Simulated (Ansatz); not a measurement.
## Changed inputs in constrained RPA: KRuO3 (cubic perovskite) (Pm-3m)

Wanted: the sensitivity and cost of U and J for KRuO3 (cubic perovskite) (Pm-3m).

Calculated with Ansatz 0.2.0; constrained RPA on LDA, plane waves, PAW.

The structure was built from a prototype and need not be the compound's stable phase.

**1. The structure**

It takes space group Pm-3m (No. 221, cubic). The conventional cell has a = 3.815 Å, b = 3.815 Å, c = 3.815 Å, α = 90.00°, β = 90.00°, γ = 90.00°. K has 12 O at 2.70 Å nearest. Nearest to Ru lie 6 O at 1.91 Å. O has 2 Ru at 1.91 Å and 4 K at 2.70 Å nearest. Farther neighbours and most contacts between anions are not listed.

As a file:

```cif
data_structure
_symmetry_space_group_name_H-M 'P 1'
_symmetry_Int_Tables_number 1
_cell_length_a 3.8149
_cell_length_b 3.8149
_cell_length_c 3.8149
_cell_angle_alpha 90.000
_cell_angle_beta 90.000
_cell_angle_gamma 90.000
_cell_volume 55.52
loop_
_atom_site_label
_atom_site_type_symbol
_atom_site_fract_x
_atom_site_fract_y
_atom_site_fract_z
_atom_site_occupancy
K1 K 0.00000 0.00000 0.00000 1
Ru2 Ru 0.50000 0.50000 0.50000 1
O3 O 0.50000 0.50000 0.00000 1
O4 O 0.50000 0.00000 0.50000 1
O5 O 0.00000 0.50000 0.50000 1
```

The structure was relaxed with LDA. The structure type comes from a generator and need not be one that this composition takes. The structure was generated from a model, not taken from a measurement. The runs that relaxed it are not among those shown. The program's search for lower electronic states was switched off, so nothing shows that the state found is the lowest. The default PAW set here is soft_2. Its files were made with PBE.

**2. Base: Ru d + anion p, bands v11 to c3, 4×4×4 mesh, medium accuracy**

Constrained RPA screens the interaction with every transition except those inside the target bands, which a later many-body model would treat itself.

input.yaml

```yaml
crystal:
  lattice:
    - [0.0, -3.81486053, 0.0]
    - [0.0, 0.0, 3.81486053]
    - [-3.81486053, 0.0, 0.0]
  atoms:
    - { symbol: K, position: [0.0, 0.0, 0.0] }
    - { symbol: Ru, position: [0.5, 0.5, 0.5] }
    - { symbol: O, position: [0.5, 0.5, 0.0] }
    - { symbol: O, position: [0.5, 0.0, 0.5] }
    - { symbol: O, position: [0.0, 0.5, 0.5] }
kpoints:
  mp_grid: { grid: [6, 6, 6] }
hamiltonian:
  xc: lda
scf:
  occupations: { method: gaussian, width: 0.08 }
  n_extra_bands: 19
  max_iter: 150
  lower_state_search: "off"
output:
  crpa:
    kmesh: [4, 4, 4]
    target_bands: [v11, c3]
    projections: [{ species: Ru, l: d, shell: 4 }, { species: O, l: p, shell: 2 }]
  local_orbitals:
    kmesh: [8, 8, 8]
    orbitals: [{ species: Ru, l: d, shell: 4 }, { species: O, l: p, shell: 2 }]
    window: { bands: [v11, c3] }
    seedname: lo
```

Started as:

```
$ ansatz run input.yaml --threads 4 --pin off --max-ram 9216MiB --backend cpu --events-out ev --progress --plain --runs-dir out
```

Numbers of over 12 decimals in the logs are rounded to 6 here.

The program printed:

```text
scf.n_extra_bands = 19 over 22 filled bands (N_el = 43.0): the run solves 41 bands
Engine: ansatz 0.2.0, x86_64-unknown-linux-gnu
Pseudopotentials: kind: paw
Pseudopotential: K, paw, valence charge 9, recommended cutoff 420 eV (normal), K.paw.azcp
Pseudopotential: Ru, paw, valence charge 16, recommended cutoff 420 eV (normal), Ru.paw.azcp
Pseudopotential: O, paw, valence charge 6, recommended cutoff 420 eV (normal), O.paw.azcp
Functional definition: SPW92
  exchange = slater_x
  correlation = pw_c
Crystal: 5 atoms, lattice volume = 55.518 Å³
Basis set: ecut = 420 eV, 1045 PW (Γ)
Bands: 41, of which v1, the nominal top of the filled ones, is band 22 counted from 1 (21 counted from 0)
Symmetry: 48 space group operations
Space group: Pm-3m (ITA 221), of the structure as read, at distance tolerance 3.8e-5 Å
k-points: 20 of 216
Non-local potential: K, projectors of the file, l = 0: 3, l = 1: 2, l = 2: 2
Non-local potential: Ru, projectors of the file, l = 0: 3, l = 1: 2, l = 2: 2, l = 3: 1
Non-local potential: O, projectors of the file, l = 0: 2, l = 1: 2, l = 2: 1
PAW form: soft (Blöchl's): semilocal exchange-correlation on the pseudo side does not see the compensation charge
PAW frozen core: K, regenerated for the run's functional, and the local potential with it (the file was generated under x = pbe(κ = 0.804, μ = 0.219515), c = pbe(β = 0.066725))
PAW frozen core: Ru, regenerated for the run's functional, and the local potential with it (the file was generated under x = pbe(κ = 0.804, μ = 0.219515), c = pbe(β = 0.066725))
PAW frozen core: O, regenerated for the run's functional, and the local potential with it (the file was generated under x = pbe(κ = 0.804, μ = 0.219515), c = pbe(β = 0.066725))
PAW one-centre angular grid: K, 110 points (default); XC on 64 Gauss nodes
PAW one-centre angular grid: Ru, 590 points (default); XC on 64 Gauss nodes
PAW one-centre angular grid: O, 110 points (default); XC on 64 Gauss nodes
Initial density: superposition of atomic densities (neutral atoms: chi_scale 0, normalization atom), corrected by the library's trained network
Initial wavefunctions: pseudopotential atomic-orbital guess
Functional: x = slater, c = lda
SCF iter   1: F=—  HF=-8919.250204 eV  |F-HF|=—  |Δ(HF+E_count)|=         —  Δρ=1.25e-2  dr2=5.71e-2  ethr=1.77e-3  ⟨swp⟩=5.2  Hψ=3594  notcnv=0  defer=184
preconditioner: auto → LDOS  [metal: Δε(μ)=0.010 eV  Ē_g=21.451 eV  σ=0.080 eV  W_gap=0.07  n_scr=18 (ndim 8)  ℏωp=29.5 eV  f_vac=0.013  D(μ)=6.71/eV (n_scr^D=92)  β→1.0]
SCF iter   2: F=—  HF=-8919.230450 eV  |F-HF|=—  |Δ(HF+E_count)|=   1.98e-2  Δρ=4.01e-3  dr2=5.87e-3  ethr=1.33e-4  ⟨swp⟩=2.1  Hψ=1549  notcnv=0  defer=249
[...]
Fermi energy:    11.181070 eV
--- Per-component energies (eV) ---
  E_band       = -262.544796
  E_kinetic    = 1288.213262
  E_local      = -3262.786305  (includes V_loc(G=0)·N_el)
  E_nonlocal   = 511.680736
  E_hartree    = 1121.602883
  E_xc         = -538.901965
  E_vxc        = -680.675926  (∫ρ·V_xc dr)
  E_paw        = -4523.380075  (= ΣΔE_a)
  E_vpaw       = -362.187252  (= ΣTr[D̂ρ^β])
  E_aug_tail   = 0.007136  (compensation charges beyond the density's cutoff)
  E_ewald      = -3516.762753
  E_core_change = 1.119949  (= ΣΔE_core)
  E_smearing   = -0.021438  (= −TS)
  E_closure    = -0.000000  (closes the sum)
  Σ components = -8919.228569   (vs F -8919.228569, Δ=0.00e0)
--- Band table (eV; the first three rows and the last of 20) ---
  k-point 0: bands = [... 18 lower, 8.5289, 8.5289, 8.9835, 8.9835, 8.9835, 11.3592, 11.3592, 17.6185, ... 15 higher]
  k-point 1: bands = [... 18 lower, 8.3708, 8.7648, 8.7648, 9.8698, 9.8698, 11.3626, 12.8264, 18.1533, ... 15 higher]
  k-point 2: bands = [... 18 lower, 8.1838, 8.6783, 8.6783, 11.1003, 11.1003, 11.3685, 14.4725, 19.1029, ... 15 higher]
  k-point 19: bands = [... 18 lower, 9.7752, 9.7752, 12.2999, 12.2999, 12.2999, 17.8104, 17.8104, 19.0950, ... 15 higher]
--- cRPA (band scheme, projected local orbitals): target bands 12..25 (1-based), 14 Wannier function(s), 4×4×4 mesh, 50 bands' worth read of 55 solved, ecut_chi 136.0 eV, v(q+G=0) probe_charge, pair densities all_electron ---
  bands read: the sum over 50 bands ends inside a degenerate multiplet in 9 slots, whose members it reads at an even weight; the widest, k=10: bands 50 to 51 (counted from 1) at 1/2 each
  χ-basis size per q: N_G = 192..211
  window electrons = 21.0000, filled by tetrahedron_uncorrected; constrained ε̄⁻¹(q = 0, 0) head = 0.426941; min gauge Gram eig = 0.7470
  Kanamori averages over each shell's own Wannier functions (sites counted from 0, functions from 1):
  Each shell's averages of U are screened by what lies outside the whole window alone: parameters of one model of all the shells.
    Site 1, 4D, 5 of 5 d orbitals (Wannier functions 1, 2, 3, 4, 5; wannier90's mr 1, 2, 3, 4, 5):
      screened: U = 9.0304 eV, U' = 7.9623 eV, J = 0.5303 eV
      screened, to within: U = 1.6e-2 eV, U' = 1.6e-2 eV, J = 8.6e-4 eV
      bare: V = 17.3587 eV, V' = 15.9863 eV, J = 0.6736 eV
    Site 2, 2P, 3 of 3 p orbitals (Wannier functions 6, 7, 8; wannier90's mr 1, 2, 3):
      screened: U = 8.9118 eV, U' = 7.3991 eV, J = 0.7655 eV
      screened, to within: U = 1.6e-2 eV, U' = 1.6e-2 eV, J = 1.2e-3 eV
      bare: V = 19.7579 eV, V' = 17.8566 eV, J = 0.9582 eV
    Site 3, 2P, 3 of 3 p orbitals (Wannier functions 9, 10, 11; wannier90's mr 1, 2, 3):
      screened: U = 8.9118 eV, U' = 7.3991 eV, J = 0.7655 eV
      screened, to within: U = 1.6e-2 eV, U' = 1.6e-2 eV, J = 1.2e-3 eV
      bare: V = 19.7579 eV, V' = 17.8566 eV, J = 0.9582 eV
    Site 4, 2P, 3 of 3 p orbitals (Wannier functions 12, 13, 14; wannier90's mr 1, 2, 3):
      screened: U = 8.9118 eV, U' = 7.3991 eV, J = 0.7655 eV
      screened, to within: U = 1.6e-2 eV, U' = 1.6e-2 eV, J = 1.2e-3 eV
      bare: V = 19.7579 eV, V' = 17.8566 eV, J = 0.9582 eV
  Hermiticity witness max|P − P†| over intra, direct and exchange elements: 8.88e-15 eV (screened), 3.55e-15 eV (bare)
  Reality witness max|Im| over intra, direct and exchange elements: 3.77e-8 eV (screened), 3.29e-9 eV (bare)
[key lines of the parts left out:]
SCF converged after 8 iterations
Free energy (F): -8919.228569 eV
```

Elapsed: 77 s, on 4 threads of Intel Xeon 6975P-C (Granite Rapids), shared host; peak memory 0.74 GiB; 4.8 min of CPU time.

The column dr2 measures how far the density is from self-consistency, as an energy; F and HF (Harris–Foulkes) agree once it is small.

This step gave:

| Quantity | Value |
| --- | --- |
| U | 9.030 eV |
| U prime (inter-orbital) | 7.962 eV |
| J | 0.5303 eV |
| bare V | 17.36 eV |
| bare J | 0.6736 eV |
| stated bound on U | 0.01577 eV |
| U over bare V | 0.5202 |
| electrons in the window | 21.00 |
| head of the constrained inverse dielectric matrix | 0.4269 |
| least eigenvalue of the projection's overlap | 0.7470 |
| target functions | 14 |
| bands in the sums | 50 |
| r.m.s. miss of the model bands | 2.04e-4 eV |
| width of the target bands | 15.24 eV |
| weight of the projected orbitals in the window | 0.9433 |

On the Ru d shell, screening brings the on-site interaction from 17.4 eV down to U = 9.03 eV.

**3. Changed: 6×6×6 mesh**

input.yaml, the sections that differ from step 2:

```yaml
output:
  crpa:
    kmesh: [6, 6, 6]
    target_bands: [v11, c3]
    projections: [{ species: Ru, l: d, shell: 4 }, { species: O, l: p, shell: 2 }]
# crystal, kpoints, hamiltonian, scf: as in step 2
```

The program printed:

```text
[...]
Crystal: 5 atoms, lattice volume = 55.518 Å³
Basis set: ecut = 420 eV, 1045 PW (Γ)
Bands: 41, of which v1, the nominal top of the filled ones, is band 22 counted from 1 (21 counted from 0)
Symmetry: 48 space group operations
[...]
k-points: 20 of 216
[...]
SCF iter   1: F=—  HF=-8919.250204 eV  |F-HF|=—  |Δ(HF+E_count)|=         —  Δρ=1.25e-2  dr2=5.71e-2  ethr=1.77e-3  ⟨swp⟩=5.2  Hψ=3594  notcnv=0  defer=184
[...]
SCF iter   8: F=-8919.228569 eV  HF=-8919.228569 eV  |F-HF|=2.22e-9  |Δ(HF+E_count)|=   3.99e-8  Δρ=3.73e-6  dr2=6.45e-9  ethr=2.33e-10  ⟨swp⟩=9.9  Hψ=3911  notcnv=0
SCF 1 converged in 8 iterations: F = -8919.228569 eV  dr2 = 6.45e-9
[...]
NSCF: frozen V_eff on 20 k-points
[...]
cRPA screening: q 1/216
cRPA screening: q 2/216
cRPA screening: q 8/216 (q-point 3)
cRPA screening: q 14/216 (q-point 4)
cRPA screening: q 17/216 (q-point 8)
[...]
χ-basis size per q: N_G = 192..208
[...]
screened: U = 9.0465 eV, U' = 7.9785 eV, J = 0.5302 eV
      screened, to within: U = 1.7e-2 eV, U' = 1.7e-2 eV, J = 8.6e-4 eV
      bare: V = 17.3460 eV, V' = 15.9739 eV, J = 0.6736 eV
    Site 2, 2P, 3 of 3 p orbitals (Wannier functions 6, 7, 8; wannier90's mr 1, 2, 3):
      screened: U = 8.9179 eV, U' = 7.4051 eV, J = 0.7655 eV
      screened, to within: U = 1.6e-2 eV, U' = 1.6e-2 eV, J = 1.2e-3 eV
      bare: V = 19.7454 eV, V' = 17.8443 eV, J = 0.9582 eV
    Site 3, 2P, 3 of 3 p orbitals (Wannier functions 9, 10, 11; wannier90's mr 1, 2, 3):
      screened: U = 8.9179 eV, U' = 7.4051 eV, J = 0.7655 eV
      screened, to within: U = 1.6e-2 eV, U' = 1.6e-2 eV, J = 1.2e-3 eV
      bare: V = 19.7454 eV, V' = 17.8443 eV, J = 0.9582 eV
    Site 4, 2P, 3 of 3 p orbitals (Wannier functions 12, 13, 14; wannier90's mr 1, 2, 3):
      screened: U = 8.9179 eV, U' = 7.4051 eV, J = 0.7655 eV
      screened, to within: U = 1.6e-2 eV, U' = 1.6e-2 eV, J = 1.2e-3 eV
      bare: V = 19.7454 eV, V' = 17.8443 eV, J = 0.9582 eV
[...]
[key lines of the parts left out:]
SCF converged after 8 iterations
Free energy (F): -8919.228569 eV
Fermi energy:    11.181070 eV
```

Run time: 10 min. Hardware: 4 threads; peak memory 0.92 GiB.

Numbers from this step:

```
U                                                 : 9.046 eV
U prime (inter-orbital)                           : 7.978 eV
J                                                 : 0.5302 eV
bare V                                            : 17.35 eV
bare J                                            : 0.6736 eV
stated bound on U                                 : 0.01619 eV
U over bare V                                     : 0.5215
electrons in the window                           : 21.00
head of the constrained inverse dielectric matrix : 0.4273
least eigenvalue of the projection's overlap      : 0.7470
target functions                                  : 14
bands in the sums                                 : 50
width of the target bands                         : 15.24 eV
weight of the projected orbitals in the window    : 0.9433
```

On the Ru d shell, screening brings the on-site interaction from 17.3 eV down to U = 9.05 eV.

**4. Changed: 2×2×2 mesh**

input.yaml: that of step 3 with these lines changed.

```diff
@@ -22,3 +22,3 @@
   crpa:
-    kmesh: [6, 6, 6]
+    kmesh: [2, 2, 2]
     target_bands: [v11, c3]
```

The program printed:

```text
[...]
Crystal: 5 atoms, lattice volume = 55.518 Å³
Basis set: ecut = 420 eV, 1045 PW (Γ)
Bands: 41, of which v1, the nominal top of the filled ones, is band 22 counted from 1 (21 counted from 0)
Symmetry: 48 space group operations
[...]
k-points: 20 of 216
[...]
screened: U = 8.8722 eV, U' = 7.3507 eV, J = 0.7689 eV
      screened, to within: U = 1.5e-2 eV, U' = 1.5e-2 eV, J = 1.3e-3 eV
      bare: V = 19.9430 eV, V' = 18.0313 eV, J = 0.9621 eV
    Site 4, 2P, 3 of 3 p orbitals (Wannier functions 12, 13, 14; wannier90's mr 1, 2, 3):
      screened: U = 8.8722 eV, U' = 7.3507 eV, J = 0.7689 eV
      screened, to within: U = 1.5e-2 eV, U' = 1.5e-2 eV, J = 1.3e-3 eV
      bare: V = 19.9430 eV, V' = 18.0313 eV, J = 0.9621 eV
[...]
[key lines of the parts left out:]
SCF converged after 8 iterations
Free energy (F): -8919.228569 eV
Fermi energy:    11.181070 eV
```

Elapsed: 6.7 s, on 4 threads; peak memory 0.61 GiB; 22 s of CPU time.

This step gave:

- U: 9.017 eV
- U prime (inter-orbital): 7.942 eV
- J: 0.5346 eV
- bare V: 17.53 eV
- bare J: 0.6781 eV
- stated bound on U: 0.01423 eV
- U over bare V: 0.5144
- electrons in the window: 21
- head of the constrained inverse dielectric matrix: 0.4063
- least eigenvalue of the projection's overlap: 0.7470
- target functions: 14
- bands in the sums: 50
- width of the target bands: 15.24 eV
- weight of the projected orbitals in the window: 0.9433

On the Ru d shell, screening brings the on-site interaction from 17.5 eV down to U = 9.02 eV.

**5. Changed: sums over states**

input.yaml: that of step 4 with these lines changed.

```diff
@@ -22,4 +22,7 @@
   crpa:
-    kmesh: [2, 2, 2]
+    kmesh: [4, 4, 4]
     target_bands: [v11, c3]
     projections: [{ species: Ru, l: d, shell: 4 }, { species: O, l: p, shell: 2 }]
+    accuracy: sum_over_states
+    n_empty_bands: 22
+    ecut_chi: 70
```

The program printed:

```text
[...]
Crystal: 5 atoms, lattice volume = 55.518 Å³
Basis set: ecut = 420 eV, 1045 PW (Γ)
Bands: 41, of which v1, the nominal top of the filled ones, is band 22 counted from 1 (21 counted from 0)
Symmetry: 48 space group operations
[...]
k-points: 20 of 216
[...]
screened: U = 9.7066 eV, U' = 8.0705 eV, J = 0.8277 eV
      bare: V = 19.7579 eV, V' = 17.8566 eV, J = 0.9582 eV
    Site 3, 2P, 3 of 3 p orbitals (Wannier functions 9, 10, 11; wannier90's mr 1, 2, 3):
      screened: U = 9.7066 eV, U' = 8.0705 eV, J = 0.8277 eV
      bare: V = 19.7579 eV, V' = 17.8566 eV, J = 0.9582 eV
    Site 4, 2P, 3 of 3 p orbitals (Wannier functions 12, 13, 14; wannier90's mr 1, 2, 3):
      screened: U = 9.7066 eV, U' = 8.0705 eV, J = 0.8277 eV
      bare: V = 19.7579 eV, V' = 17.8566 eV, J = 0.9582 eV
[...]
[key lines of the parts left out:]
SCF converged after 8 iterations
Free energy (F): -8919.228569 eV
Fermi energy:    11.181070 eV
```

Elapsed: 7.6 s, on 4 threads; peak memory 0.64 GiB; 27 s of CPU time.

This variant gives U = 10.20 eV against 9.03 eV. It is a finite sum over empty states with no bound on its error and stays out of the table below.

**6. Changed: accuracy low**

input.yaml: that of step 5 with these lines changed.

```diff
@@ -25,4 +25,2 @@
     projections: [{ species: Ru, l: d, shell: 4 }, { species: O, l: p, shell: 2 }]
-    accuracy: sum_over_states
-    n_empty_bands: 22
-    ecut_chi: 70
+    accuracy: low
```

The program printed:

```text
[...]
Crystal: 5 atoms, lattice volume = 55.518 Å³
Basis set: ecut = 420 eV, 1045 PW (Γ)
Bands: 41, of which v1, the nominal top of the filled ones, is band 22 counted from 1 (21 counted from 0)
Symmetry: 48 space group operations
[...]
k-points: 20 of 216
[...]
screened: U = 8.8809 eV, U' = 7.3717 eV, J = 0.7639 eV
      screened, to within: U = 1.7e-1 eV, U' = 1.7e-1 eV, J = 1.4e-2 eV
      bare: V = 19.7579 eV, V' = 17.8566 eV, J = 0.9582 eV
    Site 4, 2P, 3 of 3 p orbitals (Wannier functions 12, 13, 14; wannier90's mr 1, 2, 3):
      screened: U = 8.8809 eV, U' = 7.3717 eV, J = 0.7639 eV
      screened, to within: U = 1.7e-1 eV, U' = 1.7e-1 eV, J = 1.4e-2 eV
      bare: V = 19.7579 eV, V' = 17.8566 eV, J = 0.9582 eV
[...]
[key lines of the parts left out:]
SCF converged after 8 iterations
Free energy (F): -8919.228569 eV
Fermi energy:    11.181070 eV
```

It took 34 s on 4 threads; peak memory 0.67 GiB; 2.1 min of CPU time.

Numbers from this step:

* U: 8.992 eV
* U prime (inter-orbital): 7.927 eV
* J: 0.5286 eV
* bare V: 17.36 eV
* bare J: 0.6736 eV
* stated bound on U: 0.1787 eV
* U over bare V: 0.5180
* electrons in the window: 21.00
* head of the constrained inverse dielectric matrix: 0.4267
* least eigenvalue of the projection's overlap: 0.7470
* target functions: 14
* bands in the sums: 50
* width of the target bands: 15.24 eV
* weight of the projected orbitals in the window: 0.9433

On the Ru d shell, screening brings the on-site interaction from 17.4 eV down to U = 8.99 eV.

(Continued in part 2 of 2.)

[Paths, hosts, dates, memory and timing lines, banners, echoed tables and standing remarks are left out of the program output.]

[Logs are printed without paths, hosts, clocks, repeated set-up lines and the standing remarks that a program may print on its own settings, such as how far it seeks lower states.]

[Runs of the session that timed out or met a known fault of the program may be left out.]

[Hosts, paths, dates, database ids (printed as entryN), source tags and the programs' standing remarks are cut or masked in the printed files.]
